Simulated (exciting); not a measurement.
**TaAgO3: the O K edge from the Bethe–Salpeter equation**

Aim: the O K absorption edge of TaAgO3 with the electron–hole interaction treated explicitly, and what each term of the kernel does.

Program: exciting sodium. Level of theory: X-ray absorption, core-level Bethe-Salpeter equation, exchange and statically screened direct term, Tamm-Dancoff, all-electron LAPW+lo LDA. Results are calculated unless marked as measured.

## 1. The structure

The structure is trigonal, space group R-3c (No. 167). The conventional cell has a = 5.576 Å, b = 5.576 Å, c = 13.933 Å, α = 90.00°, β = 90.00°, γ = 120.00°. Nearest to Ta lie 6 O at 2.01 Å. Nearest to Ag lie 3 O at 2.47 Å. O has 2 Ta at 2.01 Å and 1 Ag at 2.47 Å nearest. Farther neighbours and most contacts between anions are not listed.

As a file:

```xyz
10
Lattice="2.7878 1.6096 4.6444 -2.7878 1.6096 4.6444 0.0000 -3.2191 4.6444" Properties=species:S:1:pos:R:3 pbc="T T T"
Ta    0.0000    0.0000    0.0000
Ta    0.0000    0.0000    6.9667
Ag    0.0000    0.0000   10.4500
Ag    0.0000    0.0000    3.4833
O     1.5515   -0.5318    8.1278
O    -1.2363   -1.0777    8.1278
O    -0.3152    1.6096    8.1278
O     1.2363    1.0777    5.8056
O    -1.5515    0.5318    5.8056
O     0.3152   -1.6096    5.8056
```

Differences between curves are given as r.m.s. difference over r.m.s. height.

## 2. The self-consistent potential

The species files are the program's own, with muffin-tin radii set in the input.

input.xml

```
<input>
  <title>TaAgO3</title>
  <structure speciespath="." autormt="false" epslat="1.0e-5">
    <crystal>
      <basevect>5.2682318572 3.0416150810 8.7767291203</basevect>
      <basevect>-5.2682318572 3.0416150810 8.7767291203</basevect>
      <basevect>0.0000000000 -6.0832301618 8.7767291203</basevect>
    </crystal>
    <species speciesfile="Ta.xml" rmt="2.135">
      <atom coord="0.0000000000 0.0000000000 0.0000000000"/>
      <atom coord="0.5000000000 0.5000000000 0.5000000000"/>
    </species>
    <species speciesfile="Ag.xml" rmt="2.245">
      <atom coord="0.7500000000 0.7500000000 0.7500000000"/>
      <atom coord="0.2500000000 0.2500000000 0.2500000000"/>
    </species>
    <species speciesfile="O.xml" rmt="1.548">
      <atom coord="0.8065260000 0.2500000000 0.6934740000"/>
      <atom coord="0.2500000000 0.6934740000 0.8065260000"/>
      <atom coord="0.6934740000 0.8065260000 0.2500000000"/>
      <atom coord="0.7500000000 0.3065260000 0.1934740000"/>
      <atom coord="0.1934740000 0.7500000000 0.3065260000"/>
      <atom coord="0.3065260000 0.1934740000 0.7500000000"/>
    </species>
  </structure>
  <groundstate do="fromscratch" xctype="LDA_PW" ngridk="3 3 3" rgkmax="6.5" gmaxvr="14" nempty="8" swidth="0.001" maxscl="100" epsengy="1e-5"/>
</input>
```

The run is started by

```console
OMP_NUM_THREADS=1 mpirun -n 4 exciting
```

Output:

```text
EXCITING SODIUM started
********************************************************************************
* Ground-state run starting from atomic densities                              *
********************************************************************************
+ Starting initialization                                                      +
 Lattice vectors (cartesian) :
      5.2682318572      3.0416150810      8.7767291203
     -5.2682318572      3.0416150810      8.7767291203
      0.0000000000     -6.0832301618      8.7767291203
 Reciprocal lattice vectors (cartesian) :
      0.5963277127      0.3442899655      0.2386304822
     -0.5963277127      0.3442899655      0.2386304822
     -0.0000000000     -0.6885799309      0.2386304822
 Unit cell volume                           :     843.8263408743
 Brillouin zone volume                      :       0.2939588413
 Species :    1 (Ta)
     parameters loaded from                 :    Ta.xml
     name                                   :    tantalum
     nuclear charge                         :     -73.00000000
     electronic charge                      :      73.00000000
     atomic mass                            :  329847.84330000
     muffin-tin radius                      :       2.13500000
     # of radial points in muffin-tin       :     600
     atomic positions (lattice) :
       1 :   0.00000000  0.00000000  0.00000000
       2 :   0.50000000  0.50000000  0.50000000
 Species :    2 (Ag)
     parameters loaded from                 :    Ag.xml
     name                                   :    silver
     nuclear charge                         :     -47.00000000
     electronic charge                      :      47.00000000
     atomic mass                            :  196631.69970000
     muffin-tin radius                      :       2.24500000
     # of radial points in muffin-tin       :     400
     atomic positions (lattice) :
       1 :   0.75000000  0.75000000  0.75000000
       2 :   0.25000000  0.25000000  0.25000000
 Species :    3 (O)
     parameters loaded from                 :    O.xml
     name                                   :    oxygen
     nuclear charge                         :      -8.00000000
     electronic charge                      :       8.00000000
     atomic mass                            :   29165.12203000
     muffin-tin radius                      :       1.54800000
     # of radial points in muffin-tin       :     250
     atomic positions (lattice) :
       1 :   0.80652600  0.25000000  0.69347400
       2 :   0.25000000  0.69347400  0.80652600
       3 :   0.69347400  0.80652600  0.25000000
       4 :   0.75000000  0.30652600  0.19347400
       5 :   0.19347400  0.75000000  0.30652600
       6 :   0.30652600  0.19347400  0.75000000
 Total number of atoms per unit cell        :      10
 Spin treatment                             :    spin-unpolarised
 Number of Bravais lattice symmetries       :      12
 Number of crystal symmetries               :      12
 k-point grid                               :       3    3    3
 Total number of k-points                   :       6
 k-point set is reduced with crystal symmetries
 R^MT_min * |G+k|_max (rgkmax)              :       6.50000000
 Species with R^MT_min                      :       3 (O)
 Maximum |G+k| for APW functions            :       4.19896641
 Maximum |G| for potential and density      :      14.00000000
 G-vector grid sizes                        :      48    48    48
 Total number of G-vectors                  :   39147
 Maximum angular momentum used for
     APW functions                          :       8
     computing H and O matrix elements      :       8
     potential and density                  :       8
     inner part of muffin-tin               :       2
 Total nuclear charge                       :    -288.00000000
 Total electronic charge                    :     288.00000000
 Total core charge                          :     160.00000000
 Total valence charge                       :     128.00000000
 Number of empty states                     :       8
 Total number of valence states             :      73
 Maximum Hamiltonian size                   :    1163
 Maximum number of plane-waves              :    1059
 Total number of local-orbitals             :     104
 Exchange-correlation type                  :       3
     Perdew-Wang, Phys. Rev. B 45, 13244 (1992)
 Smearing scheme                            :    Gaussian
 Smearing width                             :       0.00100000
 Using multisecant Broyden potential mixing
+ Ending initialization                                                        +
********************************************************************************
* Groundstate module started                                                   *
********************************************************************************
 Output level for this task is set to normal
+ Self-consistent loop started                                                 +
 Density and potential initialised from atomic data
+ SCF iteration number :    1                                                  +
 Total energy                               :    -42244.97889636
 _______________________________________________________________
 Fermi energy                               :         0.25836954
 Kinetic energy                             :     46665.80128225
 Coulomb energy                             :    -87956.02784200
 Exchange energy                            :      -927.29424487
 Correlation energy                         :       -27.45809174
 DOS at Fermi energy (states/Ha/cell)       :         0.00000000
 Electron charges :
     core                                   :       160.00000000
     core leakage                           :         0.00007205
     valence                                :       128.00000000
     interstitial                           :        15.37972363
     charge in muffin-tin spheres :
                  atom     1    Ta          :        68.77258459
                  atom     2    Ta          :        68.77258459
                  atom     3    Ag          :        44.78814801
                  atom     4    Ag          :        44.78814801
                  atom     5     O          :         7.58313520
                  atom     6     O          :         7.58313520
                  atom     7     O          :         7.58313520
                  atom     8     O          :         7.58313520
                  atom     9     O          :         7.58313520
                  atom    10     O          :         7.58313520
     total charge in muffin-tins            :       272.62027637
     total charge                           :       288.00000000
 Estimated fundamental gap                  :         0.05613558
        valence-band maximum at    6      0.6667  0.3333  0.3333
     conduction-band minimum at    1      0.0000  0.0000  0.0000
[... further iterations ...]
| Convergence targets achieved. Performing final SCF iteration                 +
 Total energy                               :    -42307.86551865
 _______________________________________________________________
 Fermi energy                               :         0.25142118
 Kinetic energy                             :     46612.92589223
 Coulomb energy                             :    -87966.73079864
 Exchange energy                            :      -926.64477024
 Correlation energy                         :       -27.41584200
 DOS at Fermi energy (states/Ha/cell)       :         0.00000000
 Electron charges :
     core                                   :       160.00000000
     core leakage                           :         0.00006916
     valence                                :       128.00000000
     interstitial                           :        16.97089188
     charge in muffin-tin spheres :
                  atom     1    Ta          :        69.46675987
                  atom     2    Ta          :        69.46675987
                  atom     3    Ag          :        45.05002108
                  atom     4    Ag          :        45.05002108
                  atom     5     O          :         6.99925770
                  atom     6     O          :         6.99925770
                  atom     7     O          :         6.99925770
                  atom     8     O          :         6.99925770
                  atom     9     O          :         6.99925770
                  atom    10     O          :         6.99925770
     total charge in muffin-tins            :       271.02910812
     total charge                           :       288.00000000
 Estimated fundamental gap                  :         0.07135836
        valence-band maximum at    2      0.3333  0.0000  0.0000
     conduction-band minimum at    3      0.3333  0.3333  0.0000
+ Self-consistent loop stopped                                                 +
 STATE.OUT is written
********************************************************************************
* Groundstate module stopped                                                   *
********************************************************************************
 Total time spent (seconds)                 :       146.99
- CAUTION! Warnings have been written in file WARNING.OUT !                    -
| EXCITING SODIUM stopped                                                      =
```

Elapsed: 2.5 min, on 4 MPI ranks of Arm Neoverse V1, shared host.

The warnings file holds hints only, no warning.

The mesh shows a gap of 1.94 eV. Core levels (Dirac, from the valence top):

| atom | level | energy (eV) |
| --- | --- | --- |
| O | 1s1/2 | -500.8 |

## 3. A richer basis for the empty states

Each species file gets more local orbitals, built from u and its energy derivative at 0.15 Ha and u at 0.9 Ha.

input.xml is that of step 2.

SPECIES.xml, added lines

```
<lo l="L">  <!-- L = 0, 1, 2, and 3 from Cs on -->
  <wf matchingOrder="0" trialEnergy="0.1500" searchE="false"/>
  <wf matchingOrder="1" trialEnergy="0.1500" searchE="false"/>
  <wf matchingOrder="0" trialEnergy="0.9000" searchE="false"/>
</lo>
```

The run is started by

```console
OMP_NUM_THREADS=1 mpirun -n 4 exciting
```

Output:

```text
EXCITING SODIUM started
********************************************************************************
* Ground-state run starting from atomic densities                              *
********************************************************************************
+ Starting initialization                                                      +
[... lattice and species ...]
 Spin treatment                             :    spin-unpolarised
 Number of Bravais lattice symmetries       :      12
[...]
+ Self-consistent loop stopped                                                 +
 STATE.OUT is written
********************************************************************************
* Groundstate module stopped                                                   *
********************************************************************************
 Total time spent (seconds)                 :       178.99
- CAUTION! Warnings have been written in file WARNING.OUT !                    -
| EXCITING SODIUM stopped                                                      =
[key lines of the parts left out:]
Total energy                               :    -42307.86889532
Fermi energy                               :         0.25191466
```

Run time: 3 min. Hardware: 4 MPI ranks.

Against the first ground state the total energy moves by -9 meV an atom and the gap by 0.00 eV.

[end of part 1 of 3]

[Banner, clock and machine lines of the logs are left out without a mark of their own.]

[Logs are printed without paths, hosts, clocks, repeated set-up lines and the standing remarks that a program may print on its own settings, such as how far it seeks lower states.]

[Hosts, paths, dates, database ids (printed as entryN), source tags and the programs' standing remarks are cut or masked in the printed files.]
